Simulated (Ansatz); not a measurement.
## WS2 (layered bulk) (P6_3/mmc): band gap by G0W0 on PBEsol

Aim: the quasiparticle gap of WS2 (layered bulk) (P6_3/mmc), starting from PBEsol.

Main program and level: Ansatz 0.2.0; PBEsol, then G0W0 on it, plane waves, PAW.

## 1. Starting point

Symmetry: P6_3/mmc, No. 194, hexagonal system. The conventional cell has a = 3.185 Å, b = 3.185 Å, c = 12.480 Å, α = 90.00°, β = 90.00°, γ = 120.00°. Nearest to W lie 6 S at 2.42 Å. S has 3 W at 2.42 Å nearest. It derives from S2W1. Farther neighbours and most contacts between anions are not listed.

As a file:

```cif
data_structure
_symmetry_space_group_name_H-M 'P6_3/mmc'
_symmetry_Int_Tables_number 194
_cell_length_a 3.1850
_cell_length_b 3.1850
_cell_length_c 12.4800
_cell_angle_alpha 90.000
_cell_angle_beta 90.000
_cell_angle_gamma 120.000
_cell_volume 109.64
loop_
_atom_site_label
_atom_site_type_symbol
_atom_site_symmetry_multiplicity
_atom_site_Wyckoff_symbol
_atom_site_fract_x
_atom_site_fract_y
_atom_site_fract_z
_atom_site_occupancy
W1 W 2 c 0.33333 0.66667 0.25000 1
S1 S 4 f 0.66667 0.33333 0.37580 1
```

The start is a generated structure, not a measured one. Spin-orbit coupling is left out unless a step names it.

The logs state that the PAW files were generated under PBE.

## 2. Relaxation

The structure is relaxed first.

This step: DFT, PBEsol-D3(BJ), plane waves, PAW; PAW set soft_1.

The input, input.yaml:

```yaml
crystal:
  lattice:
    - [3.185, 0.0, 0.0]
    - [-1.5925, 2.7582909111, 0.0]
    - [0.0, 0.0, 12.4800000017]
  atoms:
    - { symbol: W, position: [0.3333333333, 0.6666666667, 0.25] }
    - { symbol: S, position: [0.6666666667, 0.3333333333, 0.3758012821] }
    - { symbol: S, position: [0.6666666667, 0.3333333333, 0.1241987179] }
    - { symbol: W, position: [0.6666666667, 0.3333333333, 0.75] }
    - { symbol: S, position: [0.3333333333, 0.6666666667, 0.8758012821] }
    - { symbol: S, position: [0.3333333333, 0.6666666667, 0.6241987179] }
kpoints:
  mp_grid: { grid: [9, 9, 2] }
hamiltonian:
  xc: pbesol
  dispersion: d3bj
  pseudopotentials: { kind: paw, azcp: { folder: soft_1 }, xc_functional: pbe }
scf:
  occupations: { method: fermi_dirac, width: 0.02 }
relax:
  f_tol: 0.01
  max_steps: 100
  cell: {}
```

Run with:

```
$ ansatz run input.yaml --threads 2 --pin off --max-ram 92160MiB --backend cuda --events-out ev --progress --plain --runs-dir out --devices 1 --max-vram 13GiB
```

Numbers of over 12 decimals in the logs are rounded to 6 here.

The program printed:

```text
GPUs: using 1 of 1 available (devices: 1).
Engine: ansatz 0.2.0, x86_64-unknown-linux-gnu
Pseudopotentials: kind: paw
Pseudopotential: W, paw, valence charge 14, recommended cutoff 420 eV (normal), soft_1/W.paw.azcp
Pseudopotential: S, paw, valence charge 6, recommended cutoff 420 eV (normal), soft_1/S.paw.azcp
Functional definition: PBEsol
  exchange = pbesol_x
  correlation = pbesol_c
device memory: the entry about to start is reckoned to put 1.3 GiB on a device that reports 52.5 GiB free (of which the cap on the GPU budget leaves the run 13.0 GiB)
GPU FFT provider: cuFFT
GPU libraries: cuBLAS 13.8.2, cuFFT 12.4.0, cuSOLVER 12.3.4
Crystal: 6 atoms, lattice volume = 109.639 Å³
Basis set: ecut = 420 eV, 2153 PW (Γ), exchange–correlation on 48×48×180 points (8 copies of the dense FFT grid, shifted against one another)
Bands: 32, of which v1, the nominal top of the filled ones, is band 26 counted from 1 (25 counted from 0)
Symmetry: 24 space group operations
Space group: P63/mmc (ITA 194), of the structure as read, at distance tolerance 4.8e-5 Å
k-points: 24 of 162
Non-local potential: W, projectors of the file, l = 0: 3, l = 1: 2, l = 2: 2, l = 3: 1
Non-local potential: S, projectors of the file, l = 0: 2, l = 1: 2, l = 2: 1
PAW form: soft (Blöchl's): semilocal exchange-correlation on the pseudo side does not see the compensation charge
PAW frozen core: W, regenerated for the run's functional, and the local potential with it (the file was generated under x = pbe(κ = 0.804, μ = 0.219515), c = pbe(β = 0.066725))
PAW frozen core: S, regenerated for the run's functional, and the local potential with it (the file was generated under x = pbe(κ = 0.804, μ = 0.219515), c = pbe(β = 0.066725))
PAW one-centre angular grid: W, 590 points (default); XC on 64 Gauss nodes
PAW one-centre angular grid: S, 110 points (default); XC on 64 Gauss nodes
Initial density: superposition of atomic densities (chi_scale 0.1, normalization cell, long waves kept (reshape's long-wave potential 0.03 eV rms))
Initial wavefunctions: pseudopotential atomic-orbital guess
GPU buffer pool allocated for 51840 grid points (all kernels)
GPU transforms: local potential and band sums: pruned to the plane-wave sphere, on 24×24×90
Functional: x = pbesol(κ = 0.804, μ = 0.123457), c = pbesol(β = 0.046)
SCF iter   1: F=—  HF=-24063.244844 eV  |F-HF|=—  |Δ(HF+E_count)|=         —  Δρ=3.98e-2  dr2=2.87e0  ethr=3.10e-3  ⟨swp⟩=7.8  Hψ=4093  notcnv=0
preconditioner: auto → Resta (q_TF=auto, 2.409 Å⁻¹)  ε∞=7.4  [insulator: Δε(μ)=0.821 eV  Ē_g=8.439 eV  σ=0.020 eV  W_gap=1.00  n_scr=26 (ndim 8)  ℏωp=21.3 eV  f_vac=0.004  D(μ)=0.00/eV (n_scr^D=0)  ε∞_Penn≈7.4]
SCF iter   2: F=—  HF=-24062.630912 eV  |F-HF|=—  |Δ(HF+E_count)|=   6.14e-1  Δρ=2.28e-2  dr2=9.28e-1  ethr=3.10e-3  ⟨swp⟩=2.7  Hψ=1287  notcnv=0
SCF iter   3: F=—  HF=-24062.388333 eV  |F-HF|=—  |Δ(HF+E_count)|=   2.43e-1  Δρ=4.76e-3  dr2=2.62e-2  ethr=1.78e-3  ⟨swp⟩=3.0  Hψ=1357  notcnv=0
SCF iter   4: F=—  HF=-24062.387394 eV  |F-HF|=—  |Δ(HF+E_count)|=   9.40e-4  Δρ=2.55e-3  dr2=1.16e-2  ethr=5.03e-5  ⟨swp⟩=3.6  Hψ=2056  notcnv=0
SCF iter   5: F=—  HF=-24062.386545 eV  |F-HF|=—  |Δ(HF+E_count)|=   8.49e-4  Δρ=1.17e-3  dr2=3.59e-3  ethr=2.22e-5  ⟨swp⟩=2.3  Hψ=1190  notcnv=0
SCF iter   6: F=—  HF=-24062.385874 eV  |F-HF|=—  |Δ(HF+E_count)|=   6.70e-4  Δρ=3.21e-4  dr2=1.16e-4  ethr=6.90e-6  ⟨swp⟩=2.5  Hψ=1342  notcnv=0
SCF iter   7: F=—  HF=-24062.385823 eV  |F-HF|=—  |Δ(HF+E_count)|=   5.11e-5  Δρ=7.11e-5  dr2=8.84e-6  ethr=2.23e-7  ⟨swp⟩=2.0  Hψ=1188  notcnv=0
SCF iter   8: F=—  HF=-24062.386072 eV  |F-HF|=—  |Δ(HF+E_count)|=   2.49e-4  Δρ=1.03e-5  dr2=1.14e-7  ethr=1.70e-8  ⟨swp⟩=2.2  Hψ=1209  notcnv=0
SCF iter   9: F=-24062.386073 eV  HF=-24062.386073 eV  |F-HF|=8.98e-9  |Δ(HF+E_count)|=   3.29e-7  Δρ=3.07e-6  dr2=1.89e-8  ethr=1.92e-10  ⟨swp⟩=5.5  Hψ=2920  notcnv=0
SCF 1 converged in 9 iterations: F = -24062.386073 eV  dr2 = 1.89e-8
  greatest PAW one-centre occupation: 0.999 electrons in one spin orbital (limit 2), on the W atom at site 3 (counted from 0), in its partial waves of l = 0
relax step   1: F+E_penalty+E_count = -24062.38607279 eV  Δ(F+E_penalty+E_count) = +0.000e0 eV  max|allowed force component| = 3.181e-1 eV/Å  Δτ_max = 0.0000 Å  P = -7.288 GPa  Ω = 109.639 Å³  (9 SCF iters, dr2 threshold 1.00e-7 eV, accepted)
[... from here on, the SCF cycles and remarks between the steps are left out ...]
relax step   2: F+E_penalty+E_count = -24062.42903380 eV  Δ(F+E_penalty+E_count) = -4.296e-2 eV  max|allowed force component| = 1.825e-1 eV/Å  Δτ_max = 0.1213 Å  P = +5.455 GPa  Ω = 94.686 Å³  energy of the carried Pulay correction = +4.904e-3 eV  (7 SCF iters, dr2 threshold 6.00e-7 eV, accepted)
relax step   3: F+E_penalty+E_count = -24062.58246666 eV  Δ(F+E_penalty+E_count) = -1.534e-1 eV  max|allowed force component| = 9.185e-2 eV/Å  Δτ_max = 0.0394 Å  P = -1.119 GPa  Ω = 100.305 Å³  energy of the carried Pulay correction = +2.979e-3 eV  (7 SCF iters, dr2 threshold 6.00e-7 eV, accepted)
relax step   4: F+E_penalty+E_count = -24062.58698109 eV  Δ(F+E_penalty+E_count) = -4.514e-3 eV  max|allowed force component| = 6.834e-2 eV/Å  Δτ_max = 0.0249 Å  P = -0.210 GPa  Ω = 98.507 Å³  energy of the carried Pulay correction = +3.584e-3 eV  (7 SCF iters, dr2 threshold 6.00e-7 eV, accepted)
relax step   5: F+E_penalty+E_count = -24062.58649498 eV  Δ(F+E_penalty+E_count) = +4.861e-4 eV  max|allowed force component| = 1.363e-1 eV/Å  Δτ_max = 0.0182 Å  P = +0.724 GPa  Ω = 99.012 Å³  energy of the carried Pulay correction = +3.413e-3 eV  (5 SCF iters, dr2 threshold 2.92e-7 eV, rejected (line search))
relax step   6: F+E_penalty+E_count = -24062.58807624 eV  Δ(F+E_penalty+E_count) = -1.095e-3 eV  max|allowed force component| = 1.195e-2 eV/Å  Δτ_max = 0.0067 Å  P = +0.031 GPa  Ω = 98.732 Å³  energy of the carried Pulay correction = +3.507e-3 eV  (8 SCF iters, accepted)
relax step   7: F+E_penalty+E_count = -24062.58821177 eV  Δ(F+E_penalty+E_count) = -1.355e-4 eV  max|allowed force component| = 1.065e-3 eV/Å  Δτ_max = 0.0041 Å  P = -0.004 GPa  Ω = 98.962 Å³  energy of the carried Pulay correction = +3.430e-3 eV  (5 SCF iters, dr2 threshold 5.74e-8 eV, accepted)
relax step   8: F+E_penalty+E_count = -24062.58532049 eV  Δ(F+E_penalty+E_count) = +2.891e-3 eV  max|allowed force component| = 6.224e-4 eV/Å  Δτ_max = 0.0000 Å  P = -0.017 GPa  Ω = 98.962 Å³  stress off target by 2.10e-2 GPa  SCF on the basis re-selected at this cell (its energy is not comparable with the rows above)  (6 SCF iters)
basis re-selected at this cell: Δ(F+E_penalty+E_count) = +2.891e-3 eV, ΔP = -0.013 GPa vs the last step (what re-selecting the basis moved, of the pressure what is left beyond the Pulay correction that the steps carried, after the strain that the cell walked since its last selection, with what the two solves' SCF thresholds leave and, on support functions, any second-order correction that the steps lacked; it is no measure of the basis error at this ecutwfc). The dense FFT grid was sized anew with the basis: this SCF ran on 24×24×80 points, the steps before it on 24×24×90, so part of this shift can come from that change (see relax.cell in the input reference). [rest of the remark cut]
SCF converged after 6 iterations
Free energy (F): -24062.585320 eV
Harris-Foulkes:  -24062.585320 eV  (|F-HF|=5.09e-11)
Internal energy: -24062.585320 eV  (E = F + TS)
E sigma→0 (E₀):  -24062.585320 eV
Fermi energy:    13.347437 eV
--- Per-component energies (eV) ---
  E_band       = -317.849257
  E_kinetic    = 1274.567430
  E_local      = -3030.854300  (includes V_loc(G=0)·N_el)
  E_nonlocal   = 94.007288
  E_hartree    = 1254.874891
  E_xc         = -887.800595
  E_vxc        = -797.859598  (∫ρ·V_xc dr)
  E_paw        = -19271.706000  (= ΣΔE_a)
  E_vpaw       = -367.460211  (= ΣTr[D̂ρ^β])
  E_aug_tail   = 0.000308  (compensation charges beyond the density's cutoff)
  E_ewald      = -3493.869098
  E_disp       = -2.496757  (pairwise vdW)
  E_core_change = 0.691513  (= ΣΔE_core)
  E_smearing   = -0.000000  (= −TS)
  E_closure    = 0.000000  (closes the sum)
  Σ components = -24062.585320   (vs F -24062.585320, Δ=0.00e0)
--- Forces (eV/Å), atoms counted from 1 ---
  atom   1  W     -0.00000000     0.00000000     0.00000000
  atom   2  S      0.00000000    -0.00000000    -0.00062245
  atom   3  S      0.00000000    -0.00000000     0.00062245
  atom   4  W      0.00000000    -0.00000000    -0.00000000
  atom   5  S     -0.00000000     0.00000000    -0.00062245
  atom   6  S     -0.00000000     0.00000000     0.00062245
  max |Σ_I F_I| component: 5.78e-18 eV/Å
--- Stress (GPa, compression-positive) ---
       -0.015428       0.000000       0.000000
       -0.000000      -0.015428       0.000000
        0.000000       0.000000      -0.020990
  P = ⅓ Tr σ = -0.0173 GPa (-0.173 kbar)
--- Band table (eV; the first three rows and the last of 24) ---
  k-point 0: bands = [... 22 lower, 10.6946, 11.3821, 11.7139, 12.9788, 15.1832, 15.1832, 15.2007, 15.2007, ... 2 higher]
  k-point 1: bands = [... 22 lower, 10.6437, 10.6437, 12.6680, 12.6680, 15.1732, 15.1732, 15.1732, 15.1732, ... 2 higher]
  k-point 2: bands = [... 22 lower, 10.6424, 11.4298, 11.7668, 12.4620, 14.8887, 14.9651, 15.0518, 15.1842, ... 2 higher]
  k-point 23: bands = [... 22 lower, 9.6195, 9.6195, 12.1127, 12.1127, 14.2428, 14.2428, 15.2483, 15.2483, ... 2 higher]
--- Relaxed structure (7 steps of the walk, 6 accepted, 1 SCFs on fresh bases) ---
  F+E_penalty+E_count = -24062.58532049 eV   max|allowed force component| = 6.224e-4 eV/Å   (the final SCF, on the basis selected at the relaxed cell)
  cell:  # Å, volume = 98.9622 Å³
    - [3.114988, 0, 0]
    - [-1.557494, 2.697658, 0]
    - [0, 0, 11.776770]
  atoms:
    - { symbol: W, position: [0.333333, 0.666667, 0.250000] }
    - { symbol: S, position: [0.666667, 0.333333, 0.383505] }
    - { symbol: S, position: [0.666667, 0.333333, 0.116495] }
    - { symbol: W, position: [0.666667, 0.333333, 0.750000] }
    - { symbol: S, position: [0.333333, 0.666667, 0.883505] }
    - { symbol: S, position: [0.333333, 0.666667, 0.616495] }
```

Elapsed: 10 s, on 1 × NVIDIA H100 80GB HBM3 (shared by 6 runs) with 2 threads of AMD EPYC 7R13 (Zen 3), shared host; peak memory 0.98 GiB; 9.3 s of CPU time.

The steps of the relaxation:

```
step  energy less that of the first step (eV)  largest force component (eV/Å)  pressure (GPa)  volume (Å³)
   1                                   0.0000                          0.3181           -7.29       109.64
   2                                  -0.0430                          0.1825            5.45        94.69
   3                                  -0.1964                          0.0919           -1.12       100.30
   4                                  -0.2009                          0.0683           -0.21        98.51
   5                                  -0.2004                          0.1363            0.72        99.01
   6                                  -0.2020                          0.0120            0.03        98.73
   7                                  -0.2021                          0.0011            0.00        98.96
  8*                                  -0.1992                          0.0006           -0.02        98.96
```

Relaxation steps marked * repeat the geometry before them on a plane-wave basis chosen anew for their cell, so energy and pressure can jump there. Relaxation step 5 was tried and not accepted.

Forces are held to the 24 operations that the run works with; a distortion that breaks them can't arise in this run.

```
conventional cell, symmetrised  before   after  change
                         a (Å)   3.185   3.115  -2.2 %
                         b (Å)   3.185   3.115  -2.2 %
                         c (Å)  12.480  11.777  -5.6 %
              volume (Å³/atom)   18.27   16.49  -9.7 %
```

The atoms that moved most (Å, as changes of fractional coordinates times the final cell):

```
atom     dx     dy      dz  length
  S5  0.000  0.000   0.091   0.091
  S3  0.000  0.000  -0.091   0.091
  S2  0.000  0.000   0.091   0.091
  S6  0.000  0.000  -0.091   0.091
```

The relaxed structure:

```xyz
6
Lattice="3.1150 0.0000 0.0000 -1.5575 2.6977 0.0000 0.0000 0.0000 11.7768" Properties=species:S:1:pos:R:3 pbc="T T T"
W     0.0000    1.7984    2.9442
S     1.5575    0.8992    4.5165
S     1.5575    0.8992    1.3719
W     1.5575    0.8992    8.8326
S     0.0000    1.7984   10.4048
S     0.0000    1.7984    7.2603
```

The program's warnings for this run: band table not solved further.

(Continued in part 2 of 3.)

[Paths, hosts, dates, memory and timing lines, banners, echoed tables and standing remarks are left out of the program output.]

[Logs are printed without paths, hosts, clocks, repeated set-up lines and the standing remarks that a program may print on its own settings, such as how far it seeks lower states.]

[Runs of the session that timed out or met a known fault of the program may be left out.]

[Cells called generated may have been cut or substituted from an entry of the Crystallography Open Database or the Materials Project.]

[Hosts, paths, dates, database ids (printed as entryN), source tags and the programs' standing remarks are cut or masked in the printed files.]

[Where an RPA ε∞ is given, it is that of the G0W0 mesh and is not shown converged in it. Names of k-points follow the symmetry that the program found, which can be lower than the space group named. Band edges on a path are those of the sampled points; other points can move an edge, and change direct to indirect where valleys lie close.]

[Hybrid gaps are those of their k-mesh and are not shown converged in it.]
